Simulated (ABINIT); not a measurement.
## RbSnH3 (Pm-3m): zone-centre phonons

Which modes does RbSnH3 (Pm-3m) have at the zone centre?

Main program and level: ABINIT 10.8.3; DFT LDA, scalar-relativistic, plane waves, PseudoDojo norm-conserving pseudopotentials.

The structure was built from a prototype and need not be the compound's stable phase.

### Step 1. The starting structure

The structure is cubic, space group Pm-3m (No. 221). The conventional cell has a = 4.802 Å, b = 4.802 Å, c = 4.802 Å, α = 90.00°, β = 90.00°, γ = 90.00°. Nearest to Rb lie 12 H at 3.40 Å. Nearest to Sn lie 6 H at 2.40 Å. H has 2 Sn at 2.40 Å nearest. Farther neighbours are not listed.

Structure file:

```cif
data_structure
_symmetry_space_group_name_H-M 'Pm-3m'
_symmetry_Int_Tables_number 221
_cell_length_a 4.8020
_cell_length_b 4.8020
_cell_length_c 4.8020
_cell_angle_alpha 90.000
_cell_angle_beta 90.000
_cell_angle_gamma 90.000
_cell_volume 110.73
loop_
_atom_site_label
_atom_site_type_symbol
_atom_site_symmetry_multiplicity
_atom_site_Wyckoff_symbol
_atom_site_fract_x
_atom_site_fract_y
_atom_site_fract_z
_atom_site_occupancy
Rb1 Rb 1 a 0.00000 0.00000 0.00000 1
Sn1 Sn 1 b 0.50000 0.50000 0.50000 1
H1 H 3 c 0.50000 0.50000 0.00000 1
```

### Step 2. A first look

A first run with smearing and empty bands tells whether the crystal has a gap, which decides between fixed occupations and smearing later on.

Contents of probe.abi:

```
# ground state
tolvrs 1.0d-08
prtden 1
prtwf 1

# basis, mesh and filling
ecut 32.0
ngkpt 4 4 4
nshiftk 1
shiftk 0.0 0.0 0.0
istwfk *1
occopt 7
tsmear 0.005
nband 20
nstep 100
diemac 9.0
prtebands 0
prtgsr 0

# cell and atoms
acell 3*1.0 Angstrom
rprim 
    4.802 0.0 0.0
    0.0 4.802 0.0
    0.0 0.0 4.802
ntypat 3
znucl 37 50 1
natom 5
typat 1 2 3 3 3
xred 
    0.0 0.0 0.0
    0.5 0.5 0.5
    0.5 0.5 0.0
    0.5 0.0 0.5
    0.0 0.5 0.5
pp_dirpath "./pseudo"
pseudos "Rb.upf, Sn.upf, H.upf"
```

On the command line:

```bash
> OMP_NUM_THREADS=1 mpirun -n 4 abinit probe.abi > probe.log
```

Numbers of over 12 decimals in the logs are rounded to 6 here.

probe.abo, the main output file:

```text
[banners, grids, parts of the stress and lines that vanish by symmetry left out]
- input  file    -> probe.abi
- output file    -> probe.abo
- root for input  files -> probei
[...]
Symmetries : space group Pm -3 m (#221); Bravais cP (primitive cubic)
[...]
mpw =        6488          nfft =      110592          nkpt =          10
[...]
== DATASET  1 ==================================================================
[...]
cutoff_energies: {ecut:  32.0, pawecutdg:  -1.0, }
[...]
ETOT  1  -106.68126052755    -1.067E+02 5.353E-01 1.188E+02
 ETOT  2  -107.35817501419    -6.769E-01 2.680E-02 7.041E+01
 ETOT  3  -107.36505959192    -6.885E-03 1.422E-03 1.147E+01
 ETOT  4  -107.36565102991    -5.914E-04 1.299E-03 4.165E-01
 ETOT  5  -107.36568937662    -3.835E-05 5.464E-04 2.198E-02
[...]
ETOT  9  -107.36569140719    -5.165E-09 1.641E-04 7.170E-08
 ETOT 10  -107.36569140721    -1.481E-11 5.784E-04 2.660E-10
 At SCF step   10       vres2   =  2.66E-10 < tolvrs=  1.00E-08 =>converged.
[...]
sigma(1 1)=  1.93901461E-04  sigma(3 2)=  0.00000000E+00
  sigma(2 2)=  1.93901461E-04  sigma(3 1)=  0.00000000E+00
  sigma(3 3)=  1.93901461E-04  sigma(2 1)=  0.00000000E+00
[...]
convergence: {deltae: -1.481E-11, res2:  2.660E-10, residm:  5.784E-04, diffor: null, }
etotal    :  -1.07365691E+02
[...]
sigma(1 1)=  1.93901461E-04  sigma(3 2)=  0.00000000E+00
  sigma(2 2)=  1.93901461E-04  sigma(3 1)=  0.00000000E+00
  sigma(3 3)=  1.93901461E-04  sigma(2 1)=  0.00000000E+00
[...]
- sigma(1 1)=  5.70477795E+00  sigma(3 2)=  0.00000000E+00
- sigma(2 2)=  5.70477795E+00  sigma(3 1)=  0.00000000E+00
- sigma(3 3)=  5.70477795E+00  sigma(2 1)=  0.00000000E+00
[...]
fcart     -0.0000000000E+00 -0.0000000000E+00 -0.0000000000E+00
           strten      1.9390146126E-04  1.9390146126E-04  1.9390146126E-04
================================================================================

[key lines of the parts left out:]
pressure_GPa:  -5.7048E+00
```

Wall time 16 s (4 MPI ranks of Arm Neoverse V1, shared host).

Numbers from this step:

```
volume per atom   : 22.15 Å³
pressure          : -5.705 GPa
gap on the k-mesh : 0 eV
```

No gap opens on this mesh, so smearing is kept; the printed pressure holds the stress of the finite basis too.

### Step 3. Rough relaxation

The typed start is rough, so a first relaxation with smearing and loose thresholds takes it towards rest cheaply.

Contents of prerelax.abi:

```
# relaxation
ionmov 2
optcell 2
dilatmx 1.15
chkdilatmx 0
ntime 40
tolmxf 3.0d-04
tolvrs 1.0d-10
prtwf 0
prtden 0
chksymtnons 0

# basis, mesh and filling
ecut 32.0
ecutsm 3.0
ngkpt 4 4 4
nshiftk 1
shiftk 0.0 0.0 0.0
istwfk *1
occopt 7
tsmear 0.005
nband 20
nstep 100
diemac 1000000.0
prtebands 0
prtgsr 0

# cell and atoms
acell 3*1.0 Angstrom
rprim 
    4.802 0.0 0.0
    0.0 4.802 0.0
    0.0 0.0 4.802
ntypat 3
znucl 37 50 1
natom 5
typat 1 2 3 3 3
xred 
    0.0 0.0 0.0
    0.5 0.5 0.5
    0.5 0.5 0.0
    0.5 0.0 0.5
    0.0 0.5 0.5
pp_dirpath "./pseudo"
pseudos "Rb.upf, Sn.upf, H.upf"
```

On the command line:

```bash
> OMP_NUM_THREADS=1 mpirun -n 4 abinit prerelax.abi > prerelax.log
```

prerelax.abo, the main output file:

```text
[banners, grids, parts of the stress and lines that vanish by symmetry left out]
- input  file    -> prerelax.abi
- output file    -> prerelax.abo
- root for input  files -> prerelaxi
[...]
Symmetries : space group Pm -3 m (#221); Bravais cP (primitive cubic)
[...]
mpw =        9890          nfft =      157464          nkpt =          10
[...]
== DATASET  1 ==================================================================
[...]
cutoff_energies: {ecut:  32.0, pawecutdg:  -1.0, }
[...]
ETOT  1  -106.67491952382    -1.067E+02 4.423E-01 1.827E+02
 ETOT  2  -107.35788558854    -6.830E-01 1.547E-02 7.954E+01
 ETOT  3  -107.36401206442    -6.126E-03 1.334E-03 1.558E+01
 ETOT  4  -107.36456798130    -5.559E-04 3.771E-03 3.237E-01
 ETOT  5  -107.36459804703    -3.007E-05 3.666E-04 1.791E-01
[...]
At SCF step   11       vres2   =  1.94E-12 < tolvrs=  1.00E-10 =>converged.
[...]
ETOT  9  -107.39039964672    -3.268E-13 5.480E-08 5.739E-12
 At SCF step    9       vres2   =  5.74E-12 < tolvrs=  1.00E-10 =>converged.
[...]
sigma(1 1)= -7.41777465E-07  sigma(3 2)=  0.00000000E+00
  sigma(2 2)= -7.41777465E-07  sigma(3 1)=  0.00000000E+00
  sigma(3 3)= -7.41777465E-07  sigma(2 1)=  0.00000000E+00
[...]
convergence: {deltae: -3.268E-13, res2:  5.739E-12, residm:  5.480E-08, diffor: null, }
etotal    :  -1.07390400E+02
[...]
At Broyd/MD step   6, gradients are converged :
[...]
sigma(1 1)= -7.41777465E-07  sigma(3 2)=  0.00000000E+00
  sigma(2 2)= -7.41777465E-07  sigma(3 1)=  0.00000000E+00
  sigma(3 3)= -7.41777465E-07  sigma(2 1)=  0.00000000E+00
[...]
- sigma(1 1)= -2.18238465E-02  sigma(3 2)=  0.00000000E+00
- sigma(2 2)= -2.18238465E-02  sigma(3 1)=  0.00000000E+00
- sigma(3 3)= -2.18238465E-02  sigma(2 1)=  0.00000000E+00
[...]
fcart     -0.0000000000E+00 -0.0000000000E+00 -0.0000000000E+00
           strten     -7.4177746457E-07 -7.4177746457E-07 -7.4177746456E-07
================================================================================

[key lines of the parts left out:]
pressure_GPa:   2.1824E-02
Total energy (etotal) [Ha]= -1.07390399646716E+02
```

The job ended after 2.2 min (4 MPI ranks).

The steps of the relaxation:

```
step  energy less that of the first step (eV)  largest force (eV/Å)  volume (Å³)
   1                                   0.0000                0.0000       110.73
   2                                  -0.0595                0.0000       108.93
   3                                  -0.1479                0.0000        62.00
   4                                  -0.6530                0.0000        86.09
   5                                  -0.7014                0.0000        80.41
   6                                  -0.7018                0.0000        79.78
```

```
conventional cell, symmetrised  before  after   change
                         a (Å)   4.802  4.305  -10.4 %
                         b (Å)   4.802  4.305  -10.4 %
                         c (Å)   4.802  4.305  -10.4 %
              volume (Å³/atom)   22.15  15.96  -28.0 %
```

Final coordinates:

```cif
data_structure
_symmetry_space_group_name_H-M 'P 1'
_symmetry_Int_Tables_number 1
_cell_length_a 4.3049
_cell_length_b 4.3049
_cell_length_c 4.3049
_cell_angle_alpha 90.000
_cell_angle_beta 90.000
_cell_angle_gamma 90.000
_cell_volume 79.78
loop_
_atom_site_label
_atom_site_type_symbol
_atom_site_fract_x
_atom_site_fract_y
_atom_site_fract_z
_atom_site_occupancy
Rb1 Rb 0.00000 0.00000 0.00000 1
Sn2 Sn 0.50000 0.50000 0.50000 1
H3 H 0.50000 0.50000 0.00000 1
H4 H 0.50000 0.00000 0.50000 1
H5 H 0.00000 0.50000 0.50000 1
```

This step gave:

```
volume per atom : 15.96 Å³
pressure        : 0.02182 GPa
```

The volume changes by -28.0 % in this run and stands -28.0 % from the first cell.

### Step 4. Rough relaxation

The cell changed much, so the rough relaxation is repeated on a basis made for the new cell.

prerelax.abi: that of step 3 with these lines changed.

```diff
@@ -30,5 +30,5 @@
 rprim 
-    4.802 0.0 0.0
-    0.0 4.802 0.0
-    0.0 0.0 4.802
+    4.304874455 0.0 0.0
+    0.0 4.304874455 0.0
+    0.0 0.0 4.304874455
 ntypat 3
```

prerelax.abo, the main output file:

```text
[banners, grids, parts of the stress and lines that vanish by symmetry left out]
- input  file    -> prerelax.abi
- output file    -> prerelax.abo
- root for input  files -> prerelaxi
[...]
Symmetries : space group Pm -3 m (#221); Bravais cP (primitive cubic)
[...]
mpw =        7120          nfft =      110592          nkpt =          10
[...]
== DATASET  1 ==================================================================
[...]
cutoff_energies: {ecut:  32.0, pawecutdg:  -1.0, }
[...]
ETOT  1  -106.99589759245    -1.070E+02 3.680E-01 9.922E+01
 ETOT  2  -107.38836936755    -3.925E-01 1.045E-02 2.973E+01
 ETOT  3  -107.39019641168    -1.827E-03 3.172E-03 3.541E+00
 ETOT  4  -107.39038230155    -1.859E-04 1.402E-03 2.094E-01
 ETOT  5  -107.39039905765    -1.676E-05 1.505E-03 5.601E-03
[...]
ETOT  9  -107.39039964504     4.363E-12 1.558E-04 1.163E-09
 ETOT 10  -107.39039964504     6.253E-13 3.175E-04 3.383E-13
 At SCF step   10       vres2   =  3.38E-13 < tolvrs=  1.00E-10 =>converged.
[...]
sigma(1 1)= -7.41715650E-07  sigma(3 2)=  0.00000000E+00
  sigma(2 2)= -7.41715650E-07  sigma(3 1)=  0.00000000E+00
  sigma(3 3)= -7.41715650E-07  sigma(2 1)=  0.00000000E+00
[...]
convergence: {deltae:  6.253E-13, res2:  3.383E-13, residm:  3.175E-04, diffor: null, }
etotal    :  -1.07390400E+02
[...]
At Broyd/MD step   1, gradients are converged :
[...]
sigma(1 1)= -7.41715650E-07  sigma(3 2)=  0.00000000E+00
  sigma(2 2)= -7.41715650E-07  sigma(3 1)=  0.00000000E+00
  sigma(3 3)= -7.41715650E-07  sigma(2 1)=  0.00000000E+00
[...]
- sigma(1 1)= -2.18220278E-02  sigma(3 2)=  0.00000000E+00
- sigma(2 2)= -2.18220278E-02  sigma(3 1)=  0.00000000E+00
- sigma(3 3)= -2.18220278E-02  sigma(2 1)=  0.00000000E+00
[...]
fcart     -0.0000000000E+00 -0.0000000000E+00 -0.0000000000E+00
           strten     -7.4171564976E-07 -7.4171564977E-07 -7.4171564976E-07
================================================================================

[key lines of the parts left out:]
pressure_GPa:   2.1822E-02
Total energy (etotal) [Ha]= -1.07390399645036E+02
```

It took 16 s on 4 MPI ranks; 65 s of CPU time.

Little changed from the start: no atom moved by 0.005 Å and no cell edge by 0.1 %.

The volume changes by +0.0 % in this run and stands -28.0 % from the first cell.

### Step 5. Relaxing the cell and atoms

The harmonic expansion needs vanishing forces, and a free crystal bears no stress, so cell and atoms are brought to rest. Stress is more sensitive to the basis than forces are: the last 3 Ha under the cutoff are smoothed with ecutsm, and the cutoff is raised above that of the later runs.

Contents of relax.abi:

```
# relaxation
ionmov 2
optcell 2
dilatmx 1.08
ntime 40
tolmxf 1.0d-05
tolvrs 1.0d-14
prtwf 0
prtden 0
chksymtnons 0

# basis, mesh and filling
ecut 40.0
ecutsm 3.0
ngkpt 6 6 6
nshiftk 1
shiftk 0.0 0.0 0.0
istwfk *1
occopt 7
tsmear 0.01
nband 20
nstep 100
diemac 1000000.0
prtebands 0
prtgsr 0

# cell and atoms
acell 3*1.0 Angstrom
rprim 
    4.304874458 0.0 0.0
    0.0 4.304874458 0.0
    0.0 0.0 4.304874458
ntypat 3
znucl 37 50 1
natom 5
typat 1 2 3 3 3
xred 
    0.0 0.0 0.0
    0.5 0.5 0.5
    0.5 0.5 0.0
    0.5 0.0 0.5
    0.0 0.5 0.5
pp_dirpath "./pseudo"
pseudos "Rb.upf, Sn.upf, H.upf"
```

On the command line:

```bash
> OMP_NUM_THREADS=1 mpirun -n 4 abinit relax.abi > relax.log
```

relax.abo, the main output file:

```text
[banners, grids, parts of the stress and lines that vanish by symmetry left out]
- input  file    -> relax.abi
- output file    -> relax.abo
- root for input  files -> relaxi
[...]
Symmetries : space group Pm -3 m (#221); Bravais cP (primitive cubic)
[...]
mpw =        8226          nfft =      157464          nkpt =          20
[...]
== DATASET  1 ==================================================================
[...]
cutoff_energies: {ecut:  40.0, pawecutdg:  -1.0, }
[...]
ETOT  1  -106.95784606672    -1.070E+02 4.784E-01 1.436E+02
 ETOT  2  -107.40014095052    -4.423E-01 8.582E-03 5.075E+01
 ETOT  3  -107.40248931546    -2.348E-03 2.572E-03 8.100E+00
 ETOT  4  -107.40273628046    -2.470E-04 1.861E-03 9.457E-02
 ETOT  5  -107.40274389893    -7.618E-06 5.227E-04 7.436E-03
[...]
At SCF step   12       vres2   =  5.78E-16 < tolvrs=  1.00E-14 =>converged.
[...]
sigma(1 1)=  1.58082851E-05  sigma(3 2)=  0.00000000E+00
  sigma(2 2)=  1.58082851E-05  sigma(3 1)=  0.00000000E+00
  sigma(3 3)=  1.58082851E-05  sigma(2 1)=  0.00000000E+00
[...]
convergence: {deltae: -1.506E-12, res2:  5.782E-16, residm:  3.148E-04, diffor: null, }
etotal    :  -1.07402745E+02
[...]
ETOT  1  -107.40272620892    -1.074E+02 4.665E-04 4.666E-01
[...]
At SCF step   11       vres2   =  2.83E-17 < tolvrs=  1.00E-14 =>converged.
[...]
sigma(1 1)=  1.42642766E-05  sigma(3 2)=  0.00000000E+00
  sigma(2 2)=  1.42642766E-05  sigma(3 1)=  0.00000000E+00
  sigma(3 3)=  1.42642766E-05  sigma(2 1)=  0.00000000E+00
[...]
convergence: {deltae:  2.402E-12, res2:  2.827E-17, residm:  4.703E-05, diffor: null, }
etotal    :  -1.07402756E+02
[...]
ETOT  1  -107.40034626870    -1.074E+02 5.805E-02 3.857E+01
[...]
At SCF step   11       vres2   =  2.01E-15 < tolvrs=  1.00E-14 =>converged.
[...]
sigma(1 1)= -1.94119362E-07  sigma(3 2)=  0.00000000E+00
  sigma(2 2)= -1.94119362E-07  sigma(3 1)=  0.00000000E+00
  sigma(3 3)= -1.94119362E-07  sigma(2 1)=  0.00000000E+00
[...]
convergence: {deltae: -6.921E-12, res2:  2.012E-15, residm:  4.545E-06, diffor: null, }
etotal    :  -1.07402805E+02
[...]
ETOT  1  -107.40280493571    -1.074E+02 3.169E-06 6.849E-03
[...]
ETOT  8  -107.40280537022    -7.674E-12 2.561E-06 3.760E-13
 ETOT  9  -107.40280537022    -2.728E-12 5.684E-06 7.301E-15
 At SCF step    9       vres2   =  7.30E-15 < tolvrs=  1.00E-14 =>converged.
[...]
sigma(1 1)=  2.26209256E-09  sigma(3 2)=  0.00000000E+00
  sigma(2 2)=  2.26209255E-09  sigma(3 1)=  0.00000000E+00
  sigma(3 3)=  2.26209255E-09  sigma(2 1)=  0.00000000E+00
[...]
convergence: {deltae: -2.728E-12, res2:  7.301E-15, residm:  5.684E-06, diffor: null, }
etotal    :  -1.07402805E+02
[...]
At Broyd/MD step   4, gradients are converged :
[...]
sigma(1 1)=  2.26209256E-09  sigma(3 2)=  0.00000000E+00
  sigma(2 2)=  2.26209255E-09  sigma(3 1)=  0.00000000E+00
  sigma(3 3)=  2.26209255E-09  sigma(2 1)=  0.00000000E+00
[...]
- sigma(1 1)=  6.65530609E-05  sigma(3 2)=  0.00000000E+00
- sigma(2 2)=  6.65530607E-05  sigma(3 1)=  0.00000000E+00
- sigma(3 3)=  6.65530607E-05  sigma(2 1)=  0.00000000E+00
[...]
fcart     -0.0000000000E+00 -0.0000000000E+00 -0.0000000000E+00
           strten      2.2620925627E-09  2.2620925541E-09  2.2620925532E-09
================================================================================

[key lines of the parts left out:]
pressure_GPa:  -6.6553E-05
Total energy (etotal) [Ha]= -1.07402805370222E+02
```

Wall time 2.2 min (4 MPI ranks).

The steps of the relaxation:

```
step  energy less that of the first step (eV)  largest force (eV/Å)  volume (Å³)
   1                                   0.0000                0.0000        79.78
   2                                  -0.0003                0.0000        79.66
   3                                  -0.0017                0.0000        78.64
   4                                  -0.0017                0.0000        78.65
```

```
conventional cell, symmetrised  before  after  change
                         a (Å)   4.305  4.284  -0.5 %
                         b (Å)   4.305  4.284  -0.5 %
                         c (Å)   4.305  4.284  -0.5 %
              volume (Å³/atom)   15.96  15.73  -1.4 %
```

The relaxed structure:

```xyz
5
Lattice="4.2845 0.0000 0.0000 0.0000 4.2845 0.0000 0.0000 0.0000 4.2845" Properties=species:S:1:pos:R:3 pbc="T T T"
Rb    0.0000    0.0000    0.0000
Sn    2.1422    2.1422    2.1422
H     2.1422    2.1422    0.0000
H     2.1422    0.0000    2.1422
H     0.0000    2.1422    2.1422
```

Read from the output:

```yaml
volume_per_atom: 15.73 Å³
pressure: -6.66e-5 GPa
```

The volume changes by -1.4 % in this run and stands -29.0 % from the first cell.

### Step 6. Self-consistent run for the response

First-order wavefunctions inherit every error of the ground state, hence the very tight tolvrs. Smearing stays on, as the first look found no gap above 0.3 eV.

Contents of gs.abi:

```
# ground state
tolvrs 1.0d-16
prtden 1
prtwf 1

# basis, mesh and filling
ecut 32.0
ngkpt 6 6 6
nshiftk 1
shiftk 0.0 0.0 0.0
istwfk *1
occopt 7
tsmear 0.01
nband 20
nstep 100
diemac 1000000.0
prtebands 0
prtgsr 0

# cell and atoms
acell 3*1.0 Angstrom
rprim 
    4.284489265 0.0 0.0
    0.0 4.284489265 0.0
    0.0 0.0 4.284489265
ntypat 3
znucl 37 50 1
natom 5
typat 1 2 3 3 3
xred 
    0.0 0.0 0.0
    0.5 0.5 0.5
    0.5 0.5 0.0
    0.5 0.0 0.5
    0.0 0.5 0.5
pp_dirpath "./pseudo"
pseudos "Rb.upf, Sn.upf, H.upf"
```

On the command line:

```bash
> OMP_NUM_THREADS=1 mpirun -n 4 abinit gs.abi > gs.log
```

gs.abo, the main output file:

```text
[banners, grids, parts of the stress and lines that vanish by symmetry left out]
- input  file    -> gs.abi
- output file    -> gs.abo
- root for input  files -> gsi
[...]
Symmetries : space group Pm -3 m (#221); Bravais cP (primitive cubic)
[...]
mpw =        4636          nfft =       91125          nkpt =          20
[...]
== DATASET  1 ==================================================================
[...]
cutoff_energies: {ecut:  32.0, pawecutdg:  -1.0, }
[...]
ETOT  1  -106.92688816446    -1.069E+02 4.502E-01 8.030E+01
 ETOT  2  -107.39997370654    -4.731E-01 1.632E-02 3.373E+01
 ETOT  3  -107.40197652876    -2.003E-03 3.587E-03 4.873E+00
 ETOT  4  -107.40223547377    -2.589E-04 3.659E-03 1.224E-02
 ETOT  5  -107.40223703381    -1.560E-06 9.090E-04 2.684E-03
[...]
ETOT 12  -107.40223723172     6.679E-12 2.633E-04 2.308E-16
 ETOT 13  -107.40223723172    -1.990E-12 9.763E-05 5.446E-18
 At SCF step   13       vres2   =  5.45E-18 < tolvrs=  1.00E-16 =>converged.
[...]
sigma(1 1)=  1.76064654E-05  sigma(3 2)=  0.00000000E+00
  sigma(2 2)=  1.76064654E-05  sigma(3 1)=  0.00000000E+00
  sigma(3 3)=  1.76064654E-05  sigma(2 1)=  0.00000000E+00
[...]
convergence: {deltae: -1.990E-12, res2:  5.446E-18, residm:  9.763E-05, diffor: null, }
etotal    :  -1.07402237E+02
[...]
sigma(1 1)=  1.76064654E-05  sigma(3 2)=  0.00000000E+00
  sigma(2 2)=  1.76064654E-05  sigma(3 1)=  0.00000000E+00
  sigma(3 3)=  1.76064654E-05  sigma(2 1)=  0.00000000E+00
[...]
- sigma(1 1)=  5.18000097E-01  sigma(3 2)=  0.00000000E+00
- sigma(2 2)=  5.18000097E-01  sigma(3 1)=  0.00000000E+00
- sigma(3 3)=  5.18000097E-01  sigma(2 1)=  0.00000000E+00
[...]
fcart     -0.0000000000E+00 -0.0000000000E+00 -0.0000000000E+00
           strten      1.7606465443E-05  1.7606465443E-05  1.7606465443E-05
================================================================================

[key lines of the parts left out:]
pressure_GPa:  -5.1800E-01
```

Wall time 26 s (4 MPI ranks); 1.7 min of CPU time.

Read from the output:

* pressure: -0.5180 GPa

The cell stands at -0.52 GPa: the relaxation ran with a smoothed and higher cutoff, and the difference is a stress of the finite basis.

[end of part 1 of 3]

[Host names and launcher messages were left out of these logs when they were recorded.]

[Logs are printed without paths, hosts, clocks, repeated set-up lines and the standing remarks that a program may print on its own settings, such as how far it seeks lower states.]

[Hosts, paths, dates, database ids (printed as entryN), source tags and the programs' standing remarks are cut or masked in the printed files.]
